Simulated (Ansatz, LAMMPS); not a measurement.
# Settings and their price: aqueous NH4+ and HCO3-, 1.1 mol of salt per kg of water at 280 K (166 atoms)

Density of this cell: 1.03 g/cm³. The cell holds 166 atoms: 1 N, 109 H, 55 O and 1 C. Cell: a = 11.768 Å, b = 11.768 Å, c = 11.768 Å, α = 90.0°, β = 90.0°, γ = 90.0°. 52 H2O, 1 NH4+, 1 HCO3- placed at random, at 1.03 g/cm³; overlaps pushed apart, then 10 ps at 420 K with MMFF94 bonds, angles, torsions, charges and radii (Halgren, J. Comput. Chem. 17, 490 (1996)) in harmonic and 12-6 forms; SPC/E water (Berendsen, Grigera and Straatsma, J. Phys. Chem. 91, 6269 (1987)). Snapshot after 20 ps at 280 K and fixed volume.

Geometry: as built.

Reference run: Kohn-Sham DFT, PBE+D3(BJ), PAW (set soft_2), plane waves (Ansatz 0.2.0), cutoff 750 eV, Γ point, gaussian smearing of 0.025 eV.

| Quantity | Value |
| --- | --- |
| r.m.s. force component | 0.527 eV/Å |
| gap (highest filled to lowest empty level) | 4.483 eV |
| SCF cycles | 9 |
| time | 9.5 s on 8 threads of Intel Xeon Platinum 8488C (Sapphire Rapids), shared host |

**Question.** The same geometry is run again with each of these changes. How far do the results move, and how long does each run take?
- support functions medium
- support functions low
- support functions high
- support functions medium, radius 3.29 Å
- support functions medium, radius 3.56 Å
- support functions medium, radius 3.79 Å
- support functions medium, radius 4.07 Å
- support functions medium, radius 4.57 Å
- support functions medium, radius 5.08 Å

Differences are against the run with plane waves at 750 eV (Kohn-Sham DFT, PBE+D3(BJ), PAW (set soft_2), plane waves), whose r.m.s. force component is 0.527 eV/Å. Energies are set beside the reference only for runs with its functional, potentials and electron count. Times are for 8 threads of Intel Xeon Platinum 8488C (Sapphire Rapids), shared host.

```
                                    run  Δ force, r.m.s. (meV/Å)  share of r.m.s. force (%)  Δ energy (meV/atom)  Δ gap (eV)  cycles     time  host memory (GiB)
                              reference                        -                          -                    -           -       9    9.5 s                4.4
               support functions medium                     2.10                      0.398               -0.780           0      12     42 s                4.7
                  support functions low                     2.13                      0.405               -0.779      3.0e-4      10     38 s                4.6
                 support functions high                     1.81                      0.344               -0.809      1.0e-4      16  2.6 min                9.9
support functions medium, radius 3.29 Å                     2.08                      0.394               -0.780     -2.0e-4      12     42 s                4.6
support functions medium, radius 3.56 Å                     2.10                      0.398               -0.780           0      12     45 s                4.9
support functions medium, radius 3.79 Å                     2.08                      0.396               -0.780      1.0e-4      12     58 s                5.3
support functions medium, radius 4.07 Å                     2.08                      0.395               -0.780      1.0e-4      12     71 s                5.9
support functions medium, radius 4.57 Å                     2.10                      0.399               -0.780      1.0e-4      12  1.7 min                7.2
support functions medium, radius 5.08 Å                     2.13                      0.405               -0.780      1.0e-4      12  2.4 min                9.1
```

Among numerical settings the force difference runs from 1.8 meV/Å (support functions high) to 2.1 meV/Å (support functions low). At 166 atoms the fastest of the runs at a preset level, support functions low, takes 3.9 times the time of plane waves, in 10 SCF cycles against 9. Differences between support functions and plane waves include what basis error the plane-wave run still has. As the radius goes from 3.29 to 5.08 Å, the force difference goes from 2.1 to 2.1 meV/Å, and the time from 42 s to 2.4 min. 

[Logs are printed without paths, hosts, clocks, repeated set-up lines and the standing remarks that a program may print on its own settings, such as how far it seeks lower states.]

[Hosts, paths, dates, database ids (printed as entryN), source tags and the programs' standing remarks are cut or masked in the printed files.]

[The MMFF94 radii named for the starting cell were scaled by 0.96; in molecules described by MMFF94, hydrogen bound to N, O or S took a small fixed 12-6 site in their place.]
